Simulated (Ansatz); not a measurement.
**The 1T-SnSe2 monolayer under a gate**

Aim: charge, voltage and capacitance of the 1T-SnSe2 monolayer in a field-effect set-up.

Program: Ansatz 0.2.0. Level of theory: plane-wave DFT, PBE-D3(BJ), Ansatz PAW. Results are calculated unless marked as measured.

### Step 1. The starting structure

The cell holds 3 atoms: 2 Se and 1 Sn. Cell: a = 3.870 Å, b = 3.870 Å, c = 35.210 Å, α = 90.0°, β = 90.0°, γ = 120.0°. Vacuum lies along c.

### Step 2. Relaxing the slab

The starting cell is a guess, so the in-plane lattice and the atoms are relaxed first, with the slab cut off from its images along the normal.

The input, input.yaml:

```yaml
crystal:
  lattice:
    - [3.87, 0.0, 0.0]
    - [-1.935, 3.3515183126, 0.0]
    - [0.0, 0.0, 35.2104890424]
  atoms:
    - { symbol: Se, position: [0.6666666667, 0.3333333333, 0.4700303929] }
    - { symbol: Sn, position: [0.0, 0.0, 0.5] }
    - { symbol: Se, position: [0.3333333333, 0.6666666667, 0.5299696071] }
  periodic: [true, true, false]
kpoints:
  mp_grid: { grid: [12, 12, 1] }
hamiltonian:
  xc: pbe
  dispersion: d3bj
scf:
  occupations: { method: fermi_dirac, width: 0.05 }
  convergence: { dr2_threshold: 1.0e-09 }
relax:
  f_tol: 0.004
  max_steps: 90
  cell: {}
output:
  write_potential: true
  write_density: true
  volumetric_format: npy
```

Launch:

```bash
ansatz run input.yaml --threads 8 --pin off --max-ram 16384MiB --backend cpu --events-out ev --progress --plain --runs-dir out
```

Numbers of over 12 decimals in the logs are rounded to 6 here.

What it wrote:

```text
Warning: relax.cell: scf.convergence.dr2_threshold = 1e-9 eV is looser than the 2.04549250463e-10 eV advised for a relaxation that steers and ends on the stress (1e-10 eV for each atom of the cell: 3, times the square of relax.cell.stress_2d_tol = 0.05 N/m over 12.1 Å (the atoms' height at the walk's start and 5 Å past either face), 4.129e-2 GPa, over a crystal's default 0.05). What an SCF threshold leaves in a stress goes as its square root, and in the free energy as the threshold itself, and one threshold admits the most on a small cell: [figures from the program's tests cut] Set scf.convergence.dr2_threshold to 2.04549250463e-10 eV or tighter. [rest of the remark cut]
Engine: ansatz 0.2.0, aarch64-unknown-linux-gnu
Pseudopotentials: kind: paw
Pseudopotential: Se, paw, valence charge 16, recommended cutoff 420 eV (normal), Se.paw.azcp
Pseudopotential: Sn, paw, valence charge 14, recommended cutoff 420 eV (normal), Sn.paw.azcp
Functional definition: PBE
  parameter kappa = 0.804
  parameter beta = 0.066725
  exchange = pbe_x(kappa = kappa, mu = beta*pi^2/3)
  correlation = pbe_c(beta = beta)
Crystal: 3 atoms, lattice volume = 456.693 Å³
Basis set: ecut = 420 eV, 8985 PW (Γ), exchange–correlation on 54×54×480 points (8 copies of the dense FFT grid, shifted against one another)
Bands: 28, of which v1, the nominal top of the filled ones, is band 23 counted from 1 (22 counted from 0)
Symmetry: 12 space group operations
Space group: P-3m1 (ITA 164), of the structure as read, at distance tolerance 7.7e-5 Å
k-points: 19 of 144
Non-local potential: Se, projectors of the file, l = 0: 2, l = 1: 2, l = 2: 3, l = 3: 1
Non-local potential: Sn, projectors of the file, l = 0: 2, l = 1: 2, l = 2: 2, l = 3: 2
PAW form: soft (Blöchl's): semilocal exchange-correlation on the pseudo side does not see the compensation charge
PAW one-centre angular grid: Se, 590 points (default); XC on 64 Gauss nodes
PAW one-centre angular grid: Sn, 590 points (default); XC on 64 Gauss nodes
Initial density: superposition of atomic densities (neutral atoms: chi_scale 0, normalization atom), corrected by the library's trained network
Initial wavefunctions: pseudopotential atomic-orbital guess
Functional: x = pbe(κ = 0.804, μ = 0.219515), c = pbe(β = 0.066725)
SCF iter   1: F=—  HF=-16961.331992 eV  |F-HF|=—  |Δ(HF+E_count)|=         —  Δρ=1.57e-3  dr2=2.12e-2  ethr=1.77e-3  ⟨swp⟩=16.6  Hψ=4083  notcnv=0
preconditioner: auto → Resta (q_TF=auto, 1.861 Å⁻¹)  ε∞=1.4  [insulator: Δε(μ)=0.684 eV  Ē_g=10.907 eV  σ=0.050 eV  W_gap=1.00  n_scr=20 (ndim 8)  ℏωp=7.0 eV  f_vac=0.827  D(μ)=0.00/eV (n_scr^D=0)  ε∞_Penn≈1.4  vacuum switching on, ρ_ref=8.6e-3 e/Å³]
SCF iter   2: F=—  HF=-16961.325278 eV  |F-HF|=—  |Δ(HF+E_count)|=   6.71e-3  Δρ=4.69e-4  dr2=9.08e-4  ethr=4.61e-5  ⟨swp⟩=4.2  Hψ=1426  notcnv=0  defer=16
SCF iter   3: F=—  HF=-16961.325563 eV  |F-HF|=—  |Δ(HF+E_count)|=   2.85e-4  Δρ=2.20e-4  dr2=1.38e-4  ethr=1.97e-6  ⟨swp⟩=3.4  Hψ=1124  notcnv=0  defer=16
SCF iter   4: F=—  HF=-16961.325730 eV  |F-HF|=—  |Δ(HF+E_count)|=   1.67e-4  Δρ=4.73e-5  dr2=9.55e-6  ethr=3.00e-7  ⟨swp⟩=3.4  Hψ=1028  notcnv=0  defer=16
SCF iter   5: F=—  HF=-16961.325734 eV  |F-HF|=—  |Δ(HF+E_count)|=   3.54e-6  Δρ=9.91e-6  dr2=3.81e-7  ethr=2.08e-8  ⟨swp⟩=3.5  Hψ=1116  notcnv=0  defer=16
SCF iter   6: F=—  HF=-16961.325759 eV  |F-HF|=—  |Δ(HF+E_count)|=   2.53e-5  Δρ=2.67e-6  dr2=2.00e-8  ethr=8.28e-10  ⟨swp⟩=3.1  Hψ=1044  notcnv=0  defer=16
SCF iter   7: F=-16961.325759 eV  HF=-16961.325759 eV  |F-HF|=5.99e-9  |Δ(HF+E_count)|=   4.30e-8  Δρ=3.66e-7  dr2=5.56e-10  ethr=2.17e-12  ⟨swp⟩=10.8  Hψ=4645  notcnv=0
SCF 1 converged in 7 iterations: F = -16961.325759 eV  dr2 = 5.56e-10
  greatest PAW one-centre occupation: 1.000 electrons in one spin orbital (limit 2), on the Se atom at site 2 (counted from 0), in its partial waves of l = 2
relax step   1: F+E_penalty+E_count = -16961.32575913 eV  Δ(F+E_penalty+E_count) = +0.000e0 eV  max|allowed force component| = 5.210e0 eV/Å  Δτ_max = 0.0000 Å  P = +17.963 N/m  Ω = 456.693 Å³  fix = [c, alpha, beta]  reactions: c +0.000 N/m  (7 SCF iters, accepted)
Crystal: 3 atoms, lattice volume = 464.542 Å³
Basis set: ecut = 420 eV, 9189 PW (Γ), exchange–correlation on 54×54×480 points (8 copies of the dense FFT grid, shifted against one another)
Initial density: handed on by an earlier stage of this run
Initial wavefunctions: those handed on with the density
iter 1 solved again at ethr=1.63e-4 eV; its pass at ethr=3.10e-3 eV (dr2=7.48e-2 eV) is discarded
SCF iter   1: F=—  HF=-16963.125517 eV  |F-HF|=—  |Δ(HF+E_count)|=         —  Δρ=3.83e-3  dr2=7.34e-2  ethr=1.63e-4  ⟨swp⟩=2.4  Hψ=4025  notcnv=0
preconditioner: auto → Resta (q_TF=auto, 1.856 Å⁻¹)  ε∞=1.4  [insulator: Δε(μ)=1.163 eV  Ē_g=10.338 eV  σ=0.050 eV  W_gap=1.00  n_scr=20 (ndim 8)  ℏωp=6.9 eV  f_vac=0.820  D(μ)=0.00/eV (n_scr^D=0)  ε∞_Penn≈1.4  vacuum switching on, ρ_ref=7.8e-3 e/Å³]
SCF iter   2: F=—  HF=-16963.107787 eV  |F-HF|=—  |Δ(HF+E_count)|=   1.77e-2  Δρ=1.76e-3  dr2=7.79e-3  ethr=1.60e-4  ⟨swp⟩=3.5  Hψ=899  notcnv=0
SCF iter   3: F=—  HF=-16963.106720 eV  |F-HF|=—  |Δ(HF+E_count)|=   1.07e-3  Δρ=7.72e-4  dr2=1.76e-3  ethr=1.69e-5  ⟨swp⟩=3.8  Hψ=1244  notcnv=0
SCF iter   4: F=—  HF=-16963.106912 eV  |F-HF|=—  |Δ(HF+E_count)|=   1.92e-4  Δρ=1.13e-4  dr2=5.16e-5  ethr=3.82e-6  ⟨swp⟩=3.2  Hψ=982  notcnv=0
SCF iter   5: F=—  HF=-16963.106948 eV  |F-HF|=—  |Δ(HF+E_count)|=   3.56e-5  Δρ=4.05e-5  dr2=6.07e-6  ethr=1.12e-7  ⟨swp⟩=3.2  Hψ=1151  notcnv=0
SCF iter   6: F=—  HF=-16963.106947 eV  |F-HF|=—  |Δ(HF+E_count)|=   4.75e-7  Δρ=7.15e-6  dr2=1.20e-7  ethr=1.32e-8  ⟨swp⟩=3.0  Hψ=1140  notcnv=0
SCF iter   7: F=—  HF=-16963.106969 eV  |F-HF|=—  |Δ(HF+E_count)|=   2.22e-5  Δρ=1.90e-6  dr2=1.85e-8  ethr=2.61e-10  ⟨swp⟩=4.6  Hψ=1484  notcnv=0
SCF iter   8: F=—  HF=-16963.106969 eV  |F-HF|=—  |Δ(HF+E_count)|=   3.64e-9  Δρ=4.76e-7  dr2=1.05e-9  ethr=4.01e-11  ⟨swp⟩=2.2  Hψ=782  notcnv=0
SCF iter   9: F=-16963.106969 eV  HF=-16963.106969 eV  |F-HF|=7.28e-12  |Δ(HF+E_count)|=  8.04e-10  Δρ=9.39e-8  dr2=3.26e-11  ethr=2.17e-12  ⟨swp⟩=12.8  Hψ=3983  notcnv=0
SCF 2 converged in 9 iterations: F = -16963.106969 eV  dr2 = 3.26e-11
relax step   2: F+E_penalty+E_count = -16963.10696928 eV  Δ(F+E_penalty+E_count) = -1.781e0 eV  max|allowed force component| = 3.093e0 eV/Å  Δτ_max = 0.1950 Å  P = +6.887 N/m  Ω = 464.542 Å³  energy of the carried Pulay correction = -5.256e-4 eV  fix = [c, alpha, beta]  reactions: c +0.000 N/m  (9 SCF iters, accepted)
Crystal: 3 atoms, lattice volume = 462.517 Å³
[...]
SCF iter   3: F=—  HF=-16963.948613 eV  |F-HF|=—  |Δ(HF+E_count)|=   9.47e-4  Δρ=4.88e-4  dr2=2.31e-3  ethr=1.84e-5  ⟨swp⟩=4.1  Hψ=1257  notcnv=0
SCF iter   4: F=—  HF=-16963.948256 eV  |F-HF|=—  |Δ(HF+E_count)|=   3.58e-4  Δρ=1.26e-4  dr2=6.40e-5  ethr=5.02e-6  ⟨swp⟩=2.9  Hψ=745  notcnv=0
SCF iter   5: F=—  HF=-16963.948256 eV  |F-HF|=—  |Δ(HF+E_count)|=   1.20e-7  Δρ=4.38e-5  dr2=9.41e-6  ethr=1.39e-7  ⟨swp⟩=3.4  Hψ=1137  notcnv=0
SCF iter   6: F=—  HF=-16963.948257 eV  |F-HF|=—  |Δ(HF+E_count)|=   1.39e-6  Δρ=9.40e-6  dr2=2.43e-7  ethr=2.05e-8  ⟨swp⟩=2.9  Hψ=1039  notcnv=0
SCF iter   7: F=—  HF=-16963.948279 eV  |F-HF|=—  |Δ(HF+E_count)|=   2.19e-5  Δρ=1.59e-6  dr2=1.80e-8  ethr=5.29e-10  ⟨swp⟩=3.3  Hψ=1187  notcnv=0
SCF iter   8: F=—  HF=-16963.948279 eV  |F-HF|=—  |Δ(HF+E_count)|=   1.40e-9  Δρ=4.20e-7  dr2=1.10e-9  ethr=3.92e-11  ⟨swp⟩=3.5  Hψ=940  notcnv=0
SCF iter   9: F=-16963.948279 eV  HF=-16963.948279 eV  |F-HF|=2.55e-11  |Δ(HF+E_count)|=  4.29e-10  Δρ=5.86e-8  dr2=1.96e-11  ethr=2.17e-12  ⟨swp⟩=10.8  Hψ=3491  notcnv=0
SCF 3 converged in 9 iterations: F = -16963.948279 eV  dr2 = 1.96e-11
relax step   3: F+E_penalty+E_count = -16963.94827909 eV  Δ(F+E_penalty+E_count) = -8.413e-1 eV  max|allowed force component| = 1.267e0 eV/Å  Δτ_max = 0.1947 Å  P = +1.131 N/m  Ω = 462.517 Å³  energy of the carried Pulay correction = -3.909e-4 eV  fix = [c, alpha, beta]  reactions: c +0.000 N/m  (9 SCF iters, accepted)
[...]
relax step   4: F+E_penalty+E_count = -16964.10408585 eV  Δ(F+E_penalty+E_count) = -1.558e-1 eV  max|allowed force component| = 4.843e-1 eV/Å  Δτ_max = 0.2000 Å  P = -1.274 N/m  Ω = 453.122 Å³  energy of the carried Pulay correction = +2.422e-4 eV  fix = [c, alpha, beta]  reactions: c -0.000 N/m  (9 SCF iters, accepted)
[...]
relax step   5: F+E_penalty+E_count = -16964.13193398 eV  Δ(F+E_penalty+E_count) = -2.785e-2 eV  max|allowed force component| = 4.293e-2 eV/Å  Δτ_max = 0.0475 Å  P = -0.533 N/m  Ω = 451.640 Å³  energy of the carried Pulay correction = +3.432e-4 eV  fix = [c, alpha, beta]  reactions: c -0.000 N/m  (7 SCF iters, accepted)
[...]
relax step   6: F+E_penalty+E_count = -16964.13417079 eV  Δ(F+E_penalty+E_count) = -2.237e-3 eV  max|allowed force component| = 1.150e-2 eV/Å  Δτ_max = 0.0016 Å  P = -0.193 N/m  Ω = 448.580 Å³  energy of the carried Pulay correction = +5.529e-4 eV  fix = [c, alpha, beta]  reactions: c -0.000 N/m  (6 SCF iters, accepted)
[...]
relax step   7: F+E_penalty+E_count = -16964.13479940 eV  Δ(F+E_penalty+E_count) = -6.286e-4 eV  max|allowed force component| = 5.982e-3 eV/Å  Δτ_max = 0.0038 Å  P = +0.001 N/m  Ω = 446.235 Å³  energy of the carried Pulay correction = +7.146e-4 eV  fix = [c, alpha, beta]  reactions: c +0.000 N/m  (6 SCF iters, accepted)
[...]
relax step   8: F+E_penalty+E_count = -16964.13480926 eV  Δ(F+E_penalty+E_count) = -9.867e-6 eV  max|allowed force component| = 1.494e-4 eV/Å  Δτ_max = 0.0007 Å  P = -0.001 N/m  Ω = 446.156 Å³  energy of the carried Pulay correction = +7.201e-4 eV  fix = [c, alpha, beta]  reactions: c -0.000 N/m  (5 SCF iters, accepted)
Initial wavefunctions: pseudopotential atomic-orbital guess (no wavefunctions were taken with the density)
iter 1 solved again at ethr=1.50e-6 eV; its pass at ethr=3.10e-3 eV (dr2=6.92e-4 eV) is discarded
SCF iter   1: F=—  HF=-16964.134447 eV  |F-HF|=—  |Δ(HF+E_count)|=         —  Δρ=8.99e-6  dr2=8.27e-8  ethr=1.50e-6  ⟨swp⟩=4.4  Hψ=5289  notcnv=0
eigensolver tolerance schedule: the retry pair's looser diagonalisation over-reported the residual by 8362.57 of it (diagonalisation noise at an unbounded share of the residual, at the tolerance the schedule requests for it); recorded, not acted on — ethr = c·dr2/N_el stays at c = 1.0e-1
SCF iter   2: F=—  HF=-16964.134438 eV  |F-HF|=—  |Δ(HF+E_count)|=   8.40e-6  Δρ=5.02e-6  dr2=5.95e-8  ethr=1.80e-10  ⟨swp⟩=5.4  Hψ=1819  notcnv=0
SCF iter   3: F=—  HF=-16964.134438 eV  |F-HF|=—  |Δ(HF+E_count)|=   2.58e-8  Δρ=2.30e-6  dr2=2.07e-8  ethr=1.29e-10  ⟨swp⟩=2.3  Hψ=792  notcnv=0
SCF iter   4: F=—  HF=-16964.134438 eV  |F-HF|=—  |Δ(HF+E_count)|=   6.60e-9  Δρ=6.99e-7  dr2=1.12e-9  ethr=4.51e-11  ⟨swp⟩=3.0  Hψ=750  notcnv=0
SCF iter   5: F=-16964.134438 eV  HF=-16964.134438 eV  |F-HF|=2.18e-11  |Δ(HF+E_count)|=  8.95e-10  Δρ=1.23e-7  dr2=4.09e-11  ethr=2.17e-12  ⟨swp⟩=16.6  Hψ=4202  notcnv=0
SCF 9 converged in 5 iterations: F = -16964.134438 eV  dr2 = 4.09e-11
relax step   9: F+E_penalty+E_count = -16964.13443849 eV  Δ(F+E_penalty+E_count) = +3.708e-4 eV  max|allowed force component| = 3.914e-4 eV/Å  Δτ_max = 0.0000 Å  P = -0.019 N/m  Ω = 446.156 Å³  fix = [c, alpha, beta]  reactions: c -0.000 N/m  stress off target by 1.92e-2 N/m on what of the cell is left free  SCF on the basis re-selected at this cell (its energy is not comparable with the rows above)  (5 SCF iters)
basis re-selected at this cell: Δ(F+E_penalty+E_count) = +3.708e-4 eV, ΔP = -0.019 N/m vs the last step (what re-selecting the basis moved, of the pressure what is left beyond the Pulay correction that the steps carried, after the strain that the cell walked since its last selection, with what the two solves' SCF thresholds leave and, on support functions, any second-order correction that the steps lacked; it is no m [...]
SCF converged after 5 iterations
Free energy (F): -16964.134438 eV
Harris-Foulkes:  -16964.134438 eV  (|F-HF|=2.18e-11)
Internal energy: -16964.134403 eV  (E = F + TS)
E sigma→0 (E₀):  -16964.134421 eV
Entropy (-TS):   -0.000035 eV (-0.012 meV/atom)
Fermi energy:    -5.550778 eV
--- Per-component energies (eV) ---
  E_band       = -1498.945678
  E_kinetic    = 423.823785
  E_local      = -114115.270973  (includes V_loc(G=0)·N_el)
  E_nonlocal   = -1222.406390
  E_hartree    = 56815.202962
  E_xc         = -589.167801
  E_vxc        = -290.403607  (∫ρ·V_xc dr)
  E_paw        = -7963.857360  (= ΣΔE_a)
  E_vpaw       = 74.906781  (= ΣTr[D̂ρ^β])
  E_aug_tail   = -0.001214  (compensation charges beyond the density's cutoff)
  E_ewald      = 49688.299526
  E_disp       = -0.756938  (pairwise vdW)
  E_smearing   = -0.000035  (= −TS)
  E_closure    = 0.000000  (closes the sum)
  Σ components = -16964.134438   (vs F -16964.134438, Δ=0.00e0)
--- Forces (eV/Å), atoms counted from 1 ---
  atom   1  Se     0.00000000    -0.00000000    -0.00039138
  atom   2  Sn    -0.00000000     0.00000000     0.00000000
  atom   3  Se    -0.00000000     0.00000000     0.00039138
  max |Σ_I F_I| component: 5.27e-31 eV/Å
--- 2D stress c σ (N/m, compression-positive) ---
       -0.019164       0.000000       0.000000
        0.000000      -0.019164       0.000000
        0.000000       0.000000      -0.000000
  P = ½ c Tr σ = -0.0192 N/m
--- Band table (eV; the first three rows and the last of 19) ---
  k-point 0: bands = [... 19 lower, -6.4231, -6.4231, -6.0366, -6.0366, -4.3683, -2.8431, -1.3368, -1.3368, ... 1 higher]
  k-point 1: bands = [... 19 lower, -7.0457, -6.6554, -6.4054, -5.9738, -3.9856, -2.4008, -1.5090, -1.1755, ... 1 higher]
  k-point 2: bands = [... 19 lower, -7.2304, -7.0808, -6.9459, -5.9774, -3.7241, -2.1026, -1.0258, -0.8002, ... 1 higher]
  k-point 18: bands = [... 19 lower, -9.6070, -9.2415, -6.8508, -6.8508, -4.1804, -0.7583, -0.7583, 0.6143, ... 1 higher]
  the weakly bound empty levels are not read free of the cell's end (no_gap_told)
--- Relaxed structure (8 steps of the walk, 8 accepted, 1 SCFs on fresh bases) ---
  F+E_penalty+E_count = -16964.13443849 eV   max|allowed force component| = 3.914e-4 eV/Å   (the final SCF, on the basis selected at the relaxed cell)
  cell:  # Å, volume = 446.1556 Å³
    - [3.825091, 0, 0]
    - [-1.912546, 3.312626, 0]
    - [0, 0, 35.2104890424]
  atoms:
    - { symbol: Se, position: [0.666667, 0.333333, 0.454550] }
    - { symbol: Sn, position: [0, 0, 0.5] }
    - { symbol: Se, position: [0.333333, 0.666667, 0.545450] }
```

Run time: 15 s. Hardware: 8 threads of Arm Neoverse V2, shared host; peak memory 1.2 GiB.

Relaxation path:

| step | energy less that of the first step (eV) | largest force component (eV/Å) | volume (Å³) |
| --- | --- | --- | --- |
| 1 | 0.0000 | 5.2102 | 456.69 |
| 2 | -1.7812 | 3.0933 | 464.54 |
| 3 | -2.6225 | 1.2672 | 462.52 |
| 4 | -2.7783 | 0.4843 | 453.12 |
| 5 | -2.8062 | 0.0429 | 451.64 |
| 6 | -2.8084 | 0.0115 | 448.58 |
| 7 | -2.8090 | 0.0060 | 446.24 |
| 8 | -2.8090 | 0.0001 | 446.16 |
| 9* | -2.8087 | 0.0004 | 446.16 |

Relaxation steps marked * repeat the geometry before them on a plane-wave basis chosen anew for their cell, so energy and pressure can jump there.

Forces are held to the 12 operations that the run works with; a distortion that breaks them can't arise in this run.

| cell as run | before | after | change |
| --- | --- | --- | --- |
| a (Å) | 3.870 | 3.825 | -1.2 % |
| b (Å) | 3.870 | 3.825 | -1.2 % |

The atoms that moved most (Å, along periodic axes as changes of fractional coordinates times the final cell, across vacuum about the mean position):

| atom | dx | dy | dz | length |
| --- | --- | --- | --- | --- |
| Se1 | 0.000 | 0.000 | -0.545 | 0.545 |
| Se3 | 0.000 | 0.000 | 0.545 | 0.545 |

The relaxed structure:

```xyz
3
Lattice="3.8251 0.0000 0.0000 -1.9125 3.3126 0.0000 0.0000 0.0000 35.2105" Properties=species:S:1:pos:R:3
Se    1.9125    1.1042   16.0049
Sn    0.0000    0.0000   17.6052
Se    0.0000    2.2084   19.2056
```

The lattice constant a goes from 3.870 to 3.825 Å.

[end of part 1 of 3]

[Logs are printed without paths, hosts, clocks, repeated set-up lines and the standing remarks that a program may print on its own settings, such as how far it seeks lower states.]

[Hosts, paths, dates, database ids (printed as entryN), source tags and the programs' standing remarks are cut or masked in the printed files.]

[Maps of the electrostatic potential energy from Ansatz leave out the sawtooth potential of an applied field or a dipole correction, so their vacuum need not be flat; planar profiles and work functions include it.]
